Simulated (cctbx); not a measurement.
**Interatomic vectors of DyTeC2**

Space group Pnma (no. 62), a = 6.3160 Å, b = 3.7280 Å, c = 11.7610 Å, α = 90.00°, β = 90.00°, γ = 90.00°, content Dy4 Te4 C8.

Simulated single-crystal data (cctbx): Mo Kα, λ = 0.71073 Å, to d = 0.77 Å, 50 % of the full sphere, strongest reflection 70000 counts, noise from counting, a 1.5 % proportional error and a noise floor of 8 counts (s.d.); no absorption, some extinction.

Patterson synthesis, origin scaled to 1000:

```text
Patterson group P m m m
      u       v       w   height  length (A)
  0.000   0.000   0.000   1000.0     0.00
  0.336   0.500   0.500    442.8     6.52
  0.500   0.500   0.000    415.7     3.67
  0.000   0.500   0.257    410.1     3.55
  0.500   0.000   0.232    326.7     4.17
  0.327   0.000   0.243    236.4     3.52
  0.172   0.000   0.500    231.9     5.98
  0.153   0.500   0.271    148.9     3.81
  0.189   0.500   0.226     89.3     3.46
  0.211   0.500   0.126     34.0     2.73
  0.140   0.000   0.373     25.6     4.48
  0.115   0.125   0.061     22.1     1.12
  0.331   0.000   0.124     21.2     2.55
  0.227   0.000   0.121     19.6     2.02
```

**Question.** Which atom pairs make the peaks, and where is the heaviest atom?

A peak at u stands for all pairs with xi − xj = u, with weight Σ ZiZj against Σ Z² = 28528 at the origin. Peak heights follow these weights only roughly, since form factors, motion and series ripples differ, all vectors within 0.55 Å of a peak are counted as merged into it though the farther ones add only part of their weight, and F(000) is left out, which lowers the whole map:

| u | v | w | shortest length (Å) | height | 1000 ΣZiZj/ΣZ² | pairs in the cell |
| --- | --- | --- | --- | --- | --- | --- |
| 0.336 | 0.500 | 0.500 | 6.52 | 443 | 497 | 2 × Dy–Dy, 2 × Te–Te, 2 × C–C |
| 0.500 | 0.500 | 0.000 | 3.67 | 416 | 967 | 8 × Dy–Te, 4 × C–C |
| 0.000 | 0.500 | 0.257 | 3.55 | 410 | 481 | 4 × Dy–Te |
| 0.500 | 0.000 | 0.232 | 4.17 | 327 | 305 | 2 × Dy–Dy |
| 0.327 | 0.000 | 0.243 | 3.53 | 236 | 241 | 2 × Dy–Te |
| 0.172 | 0.000 | 0.500 | 5.98 | 232 | 481 | 4 × Dy–Te |
| 0.153 | 0.500 | 0.271 | 3.82 | 149 | 153 | 1 × Dy–Dy |
| 0.189 | 0.500 | 0.226 | 3.46 | 89 | 97 | 1 × Te–Te, 2 × C–C |

The table stops at ten peaks or at a height of 45, below which ripples compete. In the model behind the data Dy, the heaviest element, has 1 independent site: (0.9256, 3/4, 0.8640), up to an allowed shift of origin; the Dy–Dy vectors are differences of these positions and their symmetry mates. The whole model:

```csv
atom,mult.,x,y,z,Ueq (Å²)
Dy1,4,0.9256,3/4,0.8640,0.0029
Te1,4,0.5968,3/4,0.1070,0.0041
C1,4,0.2737,3/4,0.9814,0.0072
C2,4,0.8443,3/4,0.2459,0.0104
```

The model is made up (kin elements in a known structure type, no relaxation), so it says nothing on whether the phase exists.

[Logs are printed without paths, hosts, clocks, repeated set-up lines and the standing remarks that a program may print on its own settings, such as how far it seeks lower states.]
